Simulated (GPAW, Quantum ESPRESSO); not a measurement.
# Ta2N (P-3m1): the N K absorption edge, part 2 of 5

Aim: the N K edge of Ta2N (P-3m1) by two routes, a Lanczos recursion (XSpectra) and a sum over empty bands (GPAW), to see which features are robust.

Quantum ESPRESSO 7.5 and GPAW 26.7.0; core-hole supercells, plane-wave PAW LDA.

So far. Step 2 (The field without a hole (Quantum ESPRESSO)): The mesh shows no gap, so the system is treated as a metal and the core electron is put at the Fermi level (neutral cell). Step 3 (Spectrum without a core hole, N atom 3 (Quantum …): Main maxima below 24 eV (height): 1.7 eV (1.62), 3.1 eV (1.44), 5.8 eV (1.64), 10.3 eV (1.30), 13.2 eV (0.99) and 15.9 eV (0.69).

### Step 6. The atom with a core hole (Quantum ESPRESSO)

Level of this step: all-electron atom with a core hole and its PAW potential, LDA, scalar-relativistic (Quantum ESPRESSO).

The frozen core must hold the hole, so the absorber gets a data set of its own.

File N.lda-n-kjpaw-1sch.ld1.in:

```
&input
   title='N', zed=7., rel=1, iswitch=3, dft='PZ',
   config='1s1 2s2 2p4'
/
&inputp
   file_pseudopw='N.lda-n-kjpaw-1sch.UPF', author='',
   lpaw=.true.,
   pseudotype=3,
   lloc=-1,
   rcloc=1.2,
   which_augfun='PSQ',
   rmatch_augfun_nc=.true.,
   nlcc=.true.,
   new_core_ps=.true.,
   rcore=0.7,
   tm=.true.,
   zval=6,
   lgipaw_reconstruction=.true., use_paw_as_gipaw=.true.
/
4
2S  1  0  2.00  0.00  1.00  1.30  0.0
2S  1  0  0.00  2.00  1.00  1.30  0.0
2P  2  1  4.00  0.00  0.90  1.35  0.0
2P  2  1  0.00  0.05  0.90  1.35  0.0
```

Run with:

```
$ ld1.x < N.lda-n-kjpaw-1sch.ld1.in > N.lda-n-kjpaw-1sch.ld1.out
```

The program printed:

```text
     [... banner and references ...]
PAW data will be used for GIPAW calculation
     --------------------------- All-electron run ----------------------------

     N
     scalar relativistic calculation

     atomic number is  7.00
     dft =PZ   lsd =0 sic =0 latt =0  beta=0.20 tr2=1.0E-14
     Exchange-correlation= PZ
                           (   1   1   0   0   0   0   0)
     mesh =1085 r(mesh) =  99.89202 a.u. xmin = -7.00 dx = 0.01250
     1 Ry =  13.60569312 eV, c = 137.03599908

     n l     nl                  e(Ry)          e(Ha)          e(eV)
     1 0     1S 1( 1.00)       -31.8956       -15.9478      -433.9621
     2 0     2S 1( 2.00)        -1.5336        -0.7668       -20.8657
     2 1     2P 1( 4.00)        -0.7138        -0.3569        -9.7113

     final scf error:  8.4E-15 reached in  29 iterations

     Etot =     -78.736597 Ry,     -39.368299 Ha,   -1071.265979 eV

     Ekin =      78.255213 Ry,      39.127607 Ha,    1064.716416 eV
     Encl =    -191.187980 Ry,     -95.593990 Ha,   -2601.244983 eV
     Eh   =      44.001144 Ry,      22.000572 Ha,     598.666061 eV
     Exc  =      -9.804974 Ry,      -4.902487 Ha,    -133.403472 eV

     normalization and overlap integrals

     s(1S/1S) =  1.000000  <r> =   0.2216  <r2> =    0.0661  r(max) =   0.1447
     s(1S/2S) = -0.000183
     s(2S/2S) =  1.000000  <r> =   1.2273  <r2> =    1.8348  r(max) =   0.9315
     s(2P/2P) =  1.000000  <r> =   1.2535  <r2> =    2.0803  r(max) =   0.8119

     ------------------------ End of All-electron run ------------------------

     --------------------- Generating PAW atomic setup --------------------

      Generating local potential from pseudized AE potential:
      Matching radius rcloc =   1.2000

[...]
(   1   1   0   0   0   0   0)
     mesh =1085 r(mesh) =  99.89202 a.u. xmin = -7.00 dx = 0.01250
     1 Ry =  13.60569312 eV, c = 137.03599908

     n l     nl                  e(Ry)          e(Ha)          e(eV)
[...]
final scf error:  8.4E-15 reached in  29 iterations

     Etot =     -78.736597 Ry,     -39.368299 Ha,   -1071.265979 eV

     Ekin =      78.255213 Ry,      39.127607 Ha,    1064.716416 eV
     Encl =    -191.187980 Ry,     -95.593990 Ha,   -2601.244983 eV
     Eh   =      44.001144 Ry,      22.000572 Ha,     598.666061 eV
     Exc  =      -9.804974 Ry,      -4.902487 Ha,    -133.403472 eV

     normalization and overlap integrals

     s(1S/1S) =  1.000000  <r> =   0.2216  <r2> =    0.0661  r(max) =   0.1447
     s(1S/2S) = -0.000183
     s(2S/2S) =  1.000000  <r> =   1.2273  <r2> =    1.8348  r(max) =   0.9315
     s(2P/2P) =  1.000000  <r> =   1.2535  <r2> =    2.0803  r(max) =   0.8119

     ------------------------ End of All-electron run ------------------------

     ---------------------- Testing the pseudopotential ----------------------

     N
     scalar relativistic calculation

     atomic number is  7.00   valence charge is  6.00
     dft = SLA  PZ   NOGX NOGC   lsd =0 sic =0 latt =0  beta=0.20 tr2=1.0E-14
     mesh =1085 r(mesh) =  99.89202 xmin = -7.00 dx = 0.01250

     n l     nl             e AE (Ry)        e PS (Ry)    De AE-PS (Ry)
     1 0     2S   1( 2.00)       -1.53360       -1.53361        0.00001
     2 1     2P   1( 4.00)       -0.71377       -0.71377        0.00001

     eps = 2.1E-17  iter =  4

     Etot =     -78.736597 Ry,     -39.368299 Ha,   -1071.265979 eV
     Etotps =   -33.992339 Ry,     -16.996170 Ha,    -462.489336 eV

     Ekin =      31.584090 Ry,      15.792045 Ha,     429.723436 eV
     Encl =     -82.557208 Ry,     -41.278604 Ha,   -1123.248041 eV
     Ehrt =      26.785749 Ry,      13.392875 Ha,     364.438688 eV
     Ecxc =      -9.804970 Ry,      -4.902485 Ha,    -133.403420 eV
     (Ecc =      -0.141364 Ry,      -0.070682 Ha,      -1.923351 eV)

     ---------------------- End of pseudopotential test ----------------------
```

Run time: 0.66 s. Hardware: 1 MPI rank of Arm Neoverse V1, shared host; peak memory 0.12 GiB.

Removing the core electron and adding it to the valence shell costs the free atom 399.6 eV.

### Step 7. Supercell with XCH, N atom 3 (Quantum ESPRESSO)

The holes are 7.3 Å apart. The excited electron is kept in the cell, where it fills the lowest empty states and screens the hole.

File scf.in:

```
&control
   calculation='scf', prefix='x', pseudo_dir='../pp', outdir='tmp', tprnfor=.true.
/
&system
   ibrav=0, nat=24, ntyp=3, nbnd=154
   ecutwfc=46, ecutrho=370
   occupations='smearing', smearing='mv', degauss=0.015
/
&electrons
   conv_thr=2.4e-07, electron_maxstep=120
   mixing_beta=0.5
/
ATOMIC_SPECIES
Ta 1.0 Ta.lda-spn-kjpaw.UPF
N0 1.0 N.lda-n-kjpaw-1sch.UPF
N 1.0 N.lda-n-kjpaw.UPF
CELL_PARAMETERS angstrom
  -4.66929226 2.69581714 4.86984100
  4.66929226 -2.69581714 4.86984100
  3.11286151 5.39163429 4.86984100
ATOMIC_POSITIONS crystal
Ta   0.08568883 0.91902217 0.25000000
Ta   0.58568883 0.41902217 0.25000000
Ta   0.71068883 0.04402217 0.50000000
Ta   0.21068883 0.54402217 0.50000000
Ta   0.33568883 0.16902217 0.75000000
Ta   0.83568883 0.66902217 0.75000000
Ta   0.96068883 0.29402217 0.00000000
Ta   0.46068883 0.79402217 0.00000000
Ta   0.16431117 0.33097783 0.25000000
Ta   0.66431117 0.83097783 0.25000000
Ta   0.78931117 0.45597783 0.50000000
Ta   0.28931117 0.95597783 0.50000000
Ta   0.41431117 0.58097783 0.75000000
Ta   0.91431117 0.08097783 0.75000000
Ta   0.03931117 0.70597783 0.00000000
Ta   0.53931117 0.20597783 0.00000000
N0   0.00000000 0.00000000 0.00000000
N    0.50000000 0.50000000 0.00000000
N    0.62500000 0.12500000 0.25000000
N    0.12500000 0.62500000 0.25000000
N    0.25000000 0.25000000 0.50000000
N    0.75000000 0.75000000 0.50000000
N    0.87500000 0.37500000 0.75000000
N    0.37500000 0.87500000 0.75000000
K_POINTS automatic
4 4 4 0 0 0
```

Run with:

```
$ OMP_NUM_THREADS=1 mpirun --oversubscribe --bind-to none -np 4 pw.x -nk 4 -in scf.in > scf.out
```

The program printed:

```text
     [... banner and references ...]
[banner, memory and clock lines left out]
using ibrav=0 with symmetry is DISCOURAGED, use correct ibrav instead

     G-vector sticks info

     bravais-lattice index     =            0
     lattice parameter (alat)  =      13.7295  a.u.
     unit-cell volume          =    2206.2341 (a.u.)^3
     number of atoms/cell      =           24
     number of atomic types    =            3
     number of electrons       =       249.00
     number of Kohn-Sham states=          154
     kinetic-energy cutoff     =      46.0000  Ry
     charge density cutoff     =     370.0000  Ry
     scf convergence threshold =      2.4E-07
     mixing beta               =       0.5000
     number of iterations used =            8  plain     mixing
     Exchange-correlation= SLA  PZ   NOGX NOGC
                           (   1   1   0   0   0   0   0)

     celldm(1)=  13.729491  celldm(2)=   0.000000  celldm(3)=   0.000000
     celldm(4)=   0.000000  celldm(5)=   0.000000  celldm(6)=   0.000000

     crystal axes: (cart. coord. in units of alat)
               a(1) = (  -0.642681   0.371052   0.670285 )
               a(2) = (   0.642681  -0.371052   0.670285 )
               a(3) = (   0.428454   0.742104   0.670285 )

     reciprocal axes: (cart. coord. in units 2 pi/alat)
               b(1) = ( -0.875240 -0.168440  0.745952 )
               b(2) = (  0.291747 -0.842200  0.745952 )
               b(3) = (  0.583493  1.010640  0.000000 )

     PseudoPot. #1 for Ta:     Pseudo is Projector augmented-wave + core cor, Zval = 13.0

     ../pp/N.lda-n-kjpaw-1sch.UPF
     Pseudo is Projector augmented-wave + core cor, Zval =  6.0
[...]
iteration # 14     ecut=    46.00 Ry     beta= 0.50
     Davidson diagonalization with overlap
     ethr =  1.45E-10,  avg # of iterations =  5.2

     End of self-consistent calculation

          k = 0.0000 0.0000 0.0000 ( 11619 PWs)   bands (ev):

   -49.5003 -49.4616 -49.4606 -49.4582 -49.4569 -49.4518 -49.4201 -49.4050
   -49.4029 -49.3953 -49.3912 -49.3897 -49.3774 -49.3754 -49.3741 -49.3613
   -16.4987 -16.4029 -16.3326 -16.2972 -16.2937 -16.2876 -16.2646 -16.2530
[...]
20.4132  20.4981  20.5445  20.5806  20.8010  20.9317  21.3318  21.3386
    21.6416  21.7153  21.7972  21.8598  21.9992  22.0728  22.0793  22.0916
    22.3825  22.6110

     [... bands of 23 further k-points ...]

     the Fermi energy is    19.1632 ev

!    total energy              =  -11568.74243786 Ry
     total all-electron energy =   -499906.215538 Ry
     estimated scf accuracy    <       0.00000012 Ry
     smearing contrib. (-TS)   =      -0.00050903 Ry
     internal energy E=F+TS    =  -11568.74192884 Ry

     The total energy is F=E-TS. E is the sum of the following terms:
     one-electron contribution =    -190.59267157 Ry
     hartree contribution      =     261.95076609 Ry
     xc contribution           =    -695.26602042 Ry
     ewald contribution        =   -1743.37733741 Ry
     one-center paw contrib.   =   -9201.45666553 Ry

     convergence has been achieved in  14 iterations

     Forces acting on atoms (cartesian axes, Ry/au):

     atom    1 type  1   force =    -0.00061777    0.02838201    0.00003060
     atom    2 type  1   force =    -0.00330243    0.00420955   -0.01777716
     atom    3 type  1   force =     0.00079804    0.00200933   -0.01749803
[...]
atom   23 type  3   force =     0.00161729   -0.00181914   -0.00011809
     atom   24 type  3   force =    -0.00238407    0.00049104    0.00011809

     Total force =     0.090644     Total SCF correction =     0.001445

     XML data file, charge density, pseudopotentials, collected wavefunctions
```

Wall time 10 min (4 MPI ranks); peak memory 0.63 GiB.

Energy with the hole: -6801570.559 eV, cores included.

[end of part 2 of 5]

[Banner, clock and machine lines of the logs are left out without a mark of their own.]

[Logs are printed without paths, hosts, clocks, repeated set-up lines and the standing remarks that a program may print on its own settings, such as how far it seeks lower states.]

[Hosts, paths, dates, database ids (printed as entryN), source tags and the programs' standing remarks are cut or masked in the printed files.]

[Lists of maxima count a maximum above −3 eV only where it reaches 4 % of the highest in the window and stands out from its surroundings by 2 % of it (1.5 % where it reaches 55 %); shoulders and weaker maxima are passed over, and of the rest the first, up to two pre-edge ones and the few strongest are named.]
